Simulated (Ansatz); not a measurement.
# PbSe (Clausthalite, Fm-3m): zone-centre modes against carrier density

Aim: how far do free carriers move the optical modes of PbSe (Clausthalite, Fm-3m)?

Program: Ansatz 0.2.0. Level of theory: DFT LDA, scalar-relativistic, plane waves, PAW; PAW set soft_1. Results are calculated unless marked as measured.

Report form: the programs' logs are mostly left out.

## 1. Set-up

It takes space group Fm-3m (No. 225, cubic). The conventional cell has a = 6.121 Å, b = 6.121 Å, c = 6.121 Å, α = 90.00°, β = 90.00°, γ = 90.00°. Se has 6 Pb at 3.06 Å nearest. Nearest to Pb lie 6 Se at 3.06 Å. Farther neighbours and most contacts between anions are not listed.

## 2. Relaxation

The cell and atoms are relaxed, since residual forces and stress would shift the frequencies.

input.yaml

```yaml
crystal:
  lattice:
    - [0.0, 3.06065, 3.06065]
    - [3.06065, 0.0, 3.06065]
    - [3.06065, 3.06065, 0.0]
  atoms:
    - { symbol: Se, position: [0.5, 0.5, 0.5] }
    - { symbol: Pb, position: [0.0, 0.0, 0.0] }
kpoints:
  mp_grid: { grid: [10, 10, 10] }
hamiltonian:
  xc: lda
  pseudopotentials: { kind: paw, azcp: { folder: soft_1 }, xc_functional: pbe }
scf:
  occupations: { method: gaussian, width: 0.01 }
output:
  forces: true
  stress: true
  eigenvalues: true
  write_density: true
  write_potential: true
  elf: true
  volumetric_format: npy
relax:
  adjacent_minimum: "off"
  f_tol: 0.005
  max_steps: 80
  cell: { stress_tol: 0.05 }
```

Started as:

```console
$ ansatz run input.yaml --threads 4 --pin off --max-ram 16384MiB --backend cpu --events-out ev --progress --plain --runs-dir out
```

The job ended after 3.6 s (4 threads of Arm Neoverse V1, shared host; peak memory 0.38 GiB; 13 s of CPU time).

Relaxation path:

| step | energy less that of the first step (eV) | largest force component (eV/Å) | pressure (GPa) | volume (Å³) |
| --- | --- | --- | --- | --- |
| 1 | 0.0000 | 0.0000 | -2.10 | 57.34 |
| 2 | -0.0112 | 0.0000 | 1.20 | 54.00 |
| 3 | -0.0153 | 0.0000 | -0.03 | 55.17 |
| 4* | -0.0150 | 0.0000 | -0.03 | 55.17 |

Relaxation steps marked * repeat the geometry before them on a plane-wave basis chosen anew for their cell, so energy and pressure can jump there.

The run keeps the 48 symmetry operations that it works with, so distortions that break them were not tested.

| conventional cell, symmetrised | before | after | change |
| --- | --- | --- | --- |
| a (Å) | 6.121 | 6.043 | -1.3 % |
| b (Å) | 6.121 | 6.043 | -1.3 % |
| c (Å) | 6.121 | 6.043 | -1.3 % |
| volume (Å³/atom) | 28.67 | 27.58 | -3.8 % |

Final coordinates:

```xyz
2
Lattice="0.0000 3.0215 3.0215 3.0215 0.0000 3.0215 3.0215 3.0215 0.0000" Properties=species:S:1:pos:R:3 pbc="T T T"
Se    3.0215    3.0215    3.0215
Pb    0.0000    0.0000    0.0000
```

Numbers from this step:

* pressure: -0.03265 GPa
* volume per atom: 27.58 Å³
* gap on the k-mesh: 0.05845 eV

ELF in the ac plane of the conventional cell at fractional y = 0.000, with atoms of Se and Pb within 0.2 Å of it. It is the smooth field of the valence electrons, not physical close to the nuclei.

Ten even steps from '_' (0.02) to '@' (0.77), each cell a mean:
```
__::++--==%%@@##--++@@@@++--====..
--++++----##@@@@%%@@@@%%==::==++==
++==--::::++%%@@@@@@%%**--..::====
----::..__::==++****++--..__..::--
**++==::__..::------::..__..--==++
@@@@%%==..::--==++====::..--**%%@@
%%@@@@##----++++--==++==::++%%@@@@
--##@@%%----++::__..====--**@@@@++
..**@@%%====++..____--++--**@@%%--
**%%@@##----++--..::++==--++@@@@##
@@@@@@**::::==++++++++--::==%%@@@@
%%##**--....::--==----::..::++##%%
==--::..__..::--==----..____::--==
==--::....--**##%%%%##==::..::----
++++==::::**@@@@@@@@@@%%==::--++++
..--++----##@@%%**##@@@@++--==++::
__..++====%%@@**..--%%@@**--++--__
```
Columns run along a (6.0 Å), rows up along c (6.0 Å), edges of the conventional cell, whose origin can differ from the input's. Atoms in or near the plane, at fractional coordinates: Se at (0.50, 0.00), Se at (0.00, 0.50), Pb at (0.00, 0.00), Pb at (0.50, 0.50).

Electrostatic potential energy in the ac plane of the conventional cell at fractional y = 0.000, with atoms of Se and Pb within 0.2 Å of it. With pseudopotentials it is smooth inside the atoms' cores, unlike the true potential.

Values in eV, 9 rows by 16 columns, each cell a mean:
```
-31 -30 -12   6  10   5  -7   0   3  -5  -1   9   9  -2 -25 -31
 -5   1   7  11  12  11   8   4   3   6  10  12  12   9   4  -3
  7   9  11  12  12  11   8   4   3   6   9  11  12  12  10   8
 -2  -6   2  10  10   2 -18 -29 -30 -25  -7   7  11   7  -4  -4
 12   0  -5   8   8  -7 -31 -29 -27 -32 -20   4   9   2  -7  10
 -5  -3   6  11  10   5 -10 -22 -24 -17  -1   9  11   9   0  -5
  8  10  11  12  12  11  10   8   7   9  11  12  12  12  10   9
-15  -8   4  10  12  10   5  -1  -2   2   9  12  11   7  -2 -13
-29 -32 -17   5   9   3  -7   6   9  -3  -4   8   8  -5 -29 -30
```
Columns run along a (6.0 Å; values clipped at the 3rd and 97th percentile), rows up along c (6.0 Å), edges of the conventional cell, whose origin can differ from the input's. Atoms in or near the plane, at fractional coordinates: Se at (0.50, 0.00), Se at (0.00, 0.50), Pb at (0.00, 0.00), Pb at (0.50, 0.50).

Valence density in the ac plane of the conventional cell at fractional y = 0.000, with atoms of Se and Pb within 0.2 Å of it. It is the smooth field of the valence electrons, not physical close to the nuclei.

Ten steps, logarithmic in the rise over the least value, from '_' (0 e/Å³) to '@' (45 e/Å³), each cell a mean:
```
++==--..__..::++%%##--..____::==++
==--..______..::==--::..____..::==
::..__________........________..::
__________________________________
__________________________________
....__________..::....________....
--::..______..--====::..____..::--
%%++::..__..--==++++==..____..--##
@@**::..__..--++**++==::____..==%%
**==..____..::==++==--..____..::++
::....______..::----..________..::
..____________......____________..
__________________________________
..______________....____________..
--::..______....::::..________..--
++==::______..==**++::..____..--==
**++--..__..::**@@%%--..____::==++
```
Columns run along a (6.0 Å), rows up along c (6.0 Å), edges of the conventional cell, whose origin can differ from the input's. Atoms in or near the plane, at fractional coordinates: Se at (0.50, 0.00), Se at (0.00, 0.50), Pb at (0.00, 0.00), Pb at (0.50, 0.50).

In this step the volume went from 28.67 to 27.58 Å³/atom.

## 3. Tight relaxation

Phonons need small forces and stress, so the relaxation is finished with tight tolerances on 12×12×12 k points.

input.yaml, the sections that differ from step 2:

```yaml
crystal:
  lattice:
    - [0.0, 3.0214696484, 3.0214696484]
    - [3.0214696484, 0.0, 3.0214696484]
    - [3.0214696484, 3.0214696484, 0.0]
  atoms:
    - { symbol: Se, position: [0.5, 0.5, 0.5] }
    - { symbol: Pb, position: [0.0, 0.0, 0.0] }
kpoints:
  mp_grid: { grid: [12, 12, 12] }
relax:
  adjacent_minimum: "off"
  f_tol: 0.001
  max_steps: 60
  cell: { stress_tol: 0.01 }
# hamiltonian, scf, output: as in step 2
```

The job ended after 4.6 s (4 threads; peak memory 0.4 GiB).

Little changed from the start: no atom moved by 0.005 Å and no cell edge by 0.1 %.

Numbers from this step:

| Property | Result |
| --- | --- |
| pressure | -8.44e-5 GPa |
| volume per atom | 27.57 Å³ |
| gap on the k-mesh | 0.05652 eV |

ELF in the ac plane of the conventional cell at fractional y = 0.000, with atoms of Se and Pb within 0.2 Å of it. It is the smooth field of the valence electrons, not physical close to the nuclei.

Ten even steps from '_' (0.02) to '@' (0.77), each cell a mean:
```
__::++--==%%@@##--++@@@@++--====..
--++++----##@@@@%%@@@@%%==::==++==
++==--::::++%%@@@@@@%%**--..::====
----::..__::==++****++--..__..::--
**++==::__..::------::..__..--==++
@@@@%%==..::--==++====::..--**%%@@
%%@@@@##----++++--==++==::++%%@@@@
--##@@%%----++::__..====--**@@@@++
..**@@%%====++..____--++--**@@%%--
**%%@@##----++--..::++==--++@@@@##
@@@@@@**::::==++++++++--::==%%@@@@
%%##**--....::--==----::..::++##%%
==--::..__..::--==----..____::--==
==--::....--**##%%%%##==::..::----
++++==::::**@@@@@@@@@@%%==::--++++
..--++----##@@%%**##@@@@++--==++::
__..++====%%@@**..--%%@@**--++--__
```
Columns run along a (6.0 Å), rows up along c (6.0 Å), edges of the conventional cell, whose origin can differ from the input's. Atoms in or near the plane, at fractional coordinates: Se at (0.50, 0.00), Se at (0.00, 0.50), Pb at (0.00, 0.00), Pb at (0.50, 0.50).

Valence density in the ac plane of the conventional cell at fractional y = 0.000, with atoms of Se and Pb within 0.2 Å of it. It is the smooth field of the valence electrons, not physical close to the nuclei.

Values in e/Å³, 9 rows by 16 columns, each cell a mean:
```
 5  3  1  0  0  0  1  9 14  3  1  0  0  1  2  4
 1  0  0  0  0  0  0  0  0  0  0  0  0  0  0  1
 0  0  0  0  0  0  0  0  0  0  0  0  0  0  0  0
 5  2  1  0  0  0  1  3  3  2  1  0  0  0  1  3
35  6  1  0  0  1  3  6  7  4  1  0  0  1  2 20
 2  1  0  0  0  0  1  2  2  1  0  0  0  0  1  1
 0  0  0  0  0  0  0  0  0  0  0  0  0  0  0  0
 1  1  0  0  0  0  0  1  1  1  0  0  0  0  1  1
 6  4  1  0  0  0  2 16 27  5  1  0  0  1  2  5
```
Columns run along a (6.0 Å), rows up along c (6.0 Å), edges of the conventional cell, whose origin can differ from the input's. Atoms in or near the plane, at fractional coordinates: Se at (0.50, 0.00), Se at (0.00, 0.50), Pb at (0.00, 0.00), Pb at (0.50, 0.50).

Electrostatic potential energy in the ac plane of the conventional cell at fractional y = 0.000, with atoms of Se and Pb within 0.2 Å of it. With pseudopotentials it is smooth inside the atoms' cores, unlike the true potential.

Ten even steps from '_' (-32 eV) to '@' (13 eV), each cell a mean:
```
____::##@@%%++##@@%%++##@@%%++____
__..++%%@@@@##++++++**%%@@@@##::__
==**%%@@@@@@@@##**##%%@@@@@@%%##++
%%%%@@@@@@@@@@@@@@@@@@@@@@@@@@@@%%
@@@@@@@@@@@@@@%%%%%%@@@@@@@@@@@@@@
##%%@@@@@@@@%%**==++##%%@@@@@@%%##
++++##@@@@%%++..____--##@@@@%%**++
@@**++%%@@##::________++%%@@##++%%
@@##++%%@@##..__..____==%%@@**++@@
%%++**@@@@%%--______..**%%@@##++##
++**%%@@@@%%##--..::++%%@@@@@@##++
%%%%@@@@@@@@%%%%####%%@@@@@@@@@@%%
@@@@@@@@@@@@@@@@@@@@@@@@@@@@@@@@@@
##%%@@@@@@@@@@@@%%%%@@@@@@@@@@%%##
..--##@@@@@@%%**++++##@@@@@@%%++::
____--%%@@%%**++##**++%%@@%%**..__
..__..##@@%%++%%@@@@++##@@%%==____
```
Columns run along a (6.0 Å; values clipped at the 3rd and 97th percentile), rows up along c (6.0 Å), edges of the conventional cell, whose origin can differ from the input's. Atoms in or near the plane, at fractional coordinates: Se at (0.50, 0.00), Se at (0.00, 0.50), Pb at (0.00, 0.00), Pb at (0.50, 0.50).

The forces vanish by symmetry and the pressure is 0.000 GPa, within the tolerances set. The cell now holds 27.57 Å³/atom.

## 4. Ground state of a member: no carriers

The cell of the neutral crystal is kept with no carriers. The bands are sampled on 30×30×30 points with Fermi-Dirac filling of 0.03 eV.

input.yaml

```yaml
crystal:
  lattice:
    - [0.0, 3.0209637511, 3.0209637511]
    - [3.0209637511, 0.0, 3.0209637511]
    - [3.0209637511, 3.0209637511, 0.0]
  atoms:
    - { symbol: Se, position: [0.5, 0.5, 0.5] }
    - { symbol: Pb, position: [0.0, 0.0, 0.0] }
kpoints:
  mp_grid: { grid: [30, 30, 30] }
hamiltonian:
  xc: lda
  pseudopotentials: { kind: paw, azcp: { folder: soft_1 }, xc_functional: pbe }
scf:
  occupations: { method: fermi_dirac, width: 0.03 }
output:
  forces: true
  stress: true
  eigenvalues: true
```

The job ended after 9.1 s (4 threads; peak memory 0.83 GiB).

The forces vanish by symmetry.

## 5. Zone-centre modes of the member: no carriers

Phonons follow from the second derivative of the energy, found here by linear response.

The zone-centre modes follow for no carriers.

input.yaml: that of step 4 with these lines changed.

```diff
@@ -16,4 +16,4 @@
 output:
-  forces: true
-  stress: true
   eigenvalues: true
+phonons:
+  method: dfpt
```

Wall time 2.5 min (4 threads); peak memory 5.3 GiB.

Numbers from this step:

| Item | Value |
| --- | --- |
| sum-rule residual before enforcement | 3.32e-5 eV/Å² |
| point group | m-3m |
| highest optical mode at the zone centre (no LO-TO term) | 54.79 cm⁻¹ |
| lowest optical zone-centre mode | 54.79 cm⁻¹ |

Without the LO-TO term. Patterns of degenerate modes are one choice out of their space. Modes at Γ, with each element's share of the kinetic energy:

| mode | frequency (cm⁻¹) | symmetry | Se % | Pb % |
| --- | --- | --- | --- | --- |
| 1 | 0.0 | acoustic | 28 | 72 |
| 2 | 0.0 | acoustic | 28 | 72 |
| 3 | 0.0 | acoustic | 28 | 72 |
| 4 | 54.8 | T1u | 72 | 28 |
| 5 | 54.8 | T1u | 72 | 28 |
| 6 | 54.8 | T1u | 72 | 28 |

Displacements in mode 4 (54.8 cm⁻¹), the largest set to 1:
```
Se1  0.00  0.00  1.00
Pb2  0.00  0.00 -0.38
```

The optical mode without the LO-TO term lies at 54.8 cm⁻¹.

## 6. Ground state of a member: 15 × 10²⁰ electrons per cm³

The cell of the neutral crystal is kept with 15 × 10²⁰ electrons per cm³, balanced by a uniform background. The bands are sampled on 30×30×30 points with Fermi-Dirac filling of 0.03 eV.

input.yaml: that of step 5 with these lines changed.

```diff
@@ -8,2 +8,3 @@
     - { symbol: Pb, position: [0.0, 0.0, 0.0] }
+total_charge: -0.08271
 kpoints:
@@ -16,4 +17,4 @@
 output:
+  forces: true
+  stress: true
   eigenvalues: true
-phonons:
-  method: dfpt
```

Run time: 10 s. Hardware: 4 threads; peak memory 0.84 GiB; 40 s of CPU time.

The forces vanish by symmetry.

## 7. Zone-centre modes of the member: 15 × 10²⁰ electrons per cm³

The zone-centre modes follow for 15 × 10²⁰ electrons per cm³.

input.yaml: that of step 6 with these lines changed.

```diff
@@ -17,4 +17,4 @@
 output:
-  forces: true
-  stress: true
   eigenvalues: true
+phonons:
+  method: dfpt
```

It took 2.6 min on 4 threads; peak memory 5.3 GiB.

Numbers from this step:

```
sum-rule residual before enforcement                    : 1.07e-5 eV/Å²
highest optical mode at the zone centre (no LO-TO term) : 67.85 cm⁻¹
lowest optical zone-centre mode                         : 67.85 cm⁻¹
```

Without the LO-TO term. Patterns of degenerate modes are one choice out of their space. Modes at Γ, with each element's share of the kinetic energy:

| mode | frequency (cm⁻¹) | symmetry | Se % | Pb % |
| --- | --- | --- | --- | --- |
| 1 | 0.0 | acoustic | 28 | 72 |
| 2 | 0.0 | acoustic | 28 | 72 |
| 3 | 0.0 | acoustic | 28 | 72 |
| 4 | 67.8 | T1u | 72 | 28 |
| 5 | 67.8 | T1u | 72 | 28 |
| 6 | 67.8 | T1u | 72 | 28 |

The optical mode without the LO-TO term lies at 67.8 cm⁻¹.

For the highest optical mode at the zone centre (no LO-TO term), step 5 gave 54.8 cm⁻¹; this run, with carriers 15 × 10²⁰ cm⁻³, gives 67.8 cm⁻¹ (+24 %).

## 8. A check on a coarser mesh: 2 × 10²⁰ electrons per cm³

To see what the mesh is worth, the run for 2 × 10²⁰ electrons per cm³ is repeated on 24×24×24 points.

input.yaml: that of step 7 with these lines changed.

```diff
@@ -8,5 +8,5 @@
     - { symbol: Pb, position: [0.0, 0.0, 0.0] }
-total_charge: -0.08271
+total_charge: -0.011028
 kpoints:
-  mp_grid: { grid: [30, 30, 30] }
+  mp_grid: { grid: [24, 24, 24] }
 hamiltonian:
```

Elapsed: 83 s, on 4 threads; peak memory 3 GiB.

This step gave:

```yaml
sum_rule_residual_before_enforcement: 1.82e-5 eV/Å²
highest_optical_mode_at_the_zone_centre_no_lo_to_term: 59.11 cm⁻¹
lowest_optical_zone_centre_mode: 59.11 cm⁻¹
```

The highest mode comes at 59.1 cm⁻¹, against 59.0 cm⁻¹ on 30×30×30 points.

## 9. A check on a coarser mesh: 10 × 10²⁰ electrons per cm³

To see what the mesh is worth, the run for 10 × 10²⁰ electrons per cm³ is repeated on 24×24×24 points.

input.yaml: that of step 8 with these lines changed.

```diff
@@ -8,3 +8,3 @@
     - { symbol: Pb, position: [0.0, 0.0, 0.0] }
-total_charge: -0.011028
+total_charge: -0.05514
 kpoints:
```

Elapsed: 84 s, on 4 threads; peak memory 3 GiB.

Numbers from this step:

- sum-rule residual before enforcement: 9.74e-6 eV/Å²
- highest optical mode at the zone centre (no LO-TO term): 65.27 cm⁻¹
- lowest optical zone-centre mode: 65.27 cm⁻¹

The highest mode comes at 65.3 cm⁻¹, against 65.2 cm⁻¹ on 30×30×30 points.

## 10. The series together

The members are set side by side, also those not shown above.

Electrons count positive and holes negative; without the LO-TO term; modes are tracked from the neutral crystal by their patterns, and those within 0.3 cm⁻¹ of each other stand once; the cell of the neutral crystal is kept and the atoms are relaxed where symmetry leaves them free; all runs use 30×30×30 k points and Fermi-Dirac smearing of 0.03 eV. Optical modes along the series:

| carriers (10²⁰ cm⁻³) | mode 4 T1u (cm⁻¹) |
| --- | --- |
| 0 | 54.79 |
| 1 | 57.63 |
| 2 | 59 |
| 4 | 61.07 |
| 6 | 62.68 |
| 10 | 65.21 |
| 15 | 67.85 |

## 11. Results

* members: 7
* mode: mode 4 T1u
* its frequency without carriers: 54.79 cm⁻¹
* its frequency at 15 × 10²⁰ cm⁻³: 67.85 cm⁻¹

What this shows: At 15 × 10²⁰ electrons per cm³ the optical mode has moved by +13.06 cm⁻¹ from 54.79 cm⁻¹. At 2 and 10 × 10²⁰ cm⁻³ the coarser mesh moves the optical modes by up to 0.11 cm⁻¹, a measure of the error left by the mesh there. The response is adiabatic: the carriers follow the ions at once. Where they cannot, as for a zone-centre mode faster than their scattering, measured shifts differ, and line shapes are not given here. The background stands for dopants without their size, scattering or local bonds, and the cell is that of the neutral crystal, although carriers also change the volume at rest, which would shift the modes as well. With a gap of only 0.06 eV at this level, the filling puts some electrons and holes into the neutral crystal too. In a polar crystal the carriers also screen the field of the longitudinal modes, often the largest effect; only modes without that field are treated here. These are harmonic frequencies of a static lattice, with warm electrons: anharmonic shifts, linewidths and thermal expansion are left out. Spin-orbit coupling is left out, which can matter for the heavy elements here. The PAW files were made for PBE; the program adapts parts of them to the functional of the run, but their partial waves stay those of PBE, an approximation that was not tested in this session. Only the zone centre was solved, so an instability at another wavevector cannot show here.

[Logs are printed without paths, hosts, clocks, repeated set-up lines and the standing remarks that a program may print on its own settings, such as how far it seeks lower states.]

[Hosts, paths, dates, database ids (printed as entryN), source tags and the programs' standing remarks are cut or masked in the printed files.]
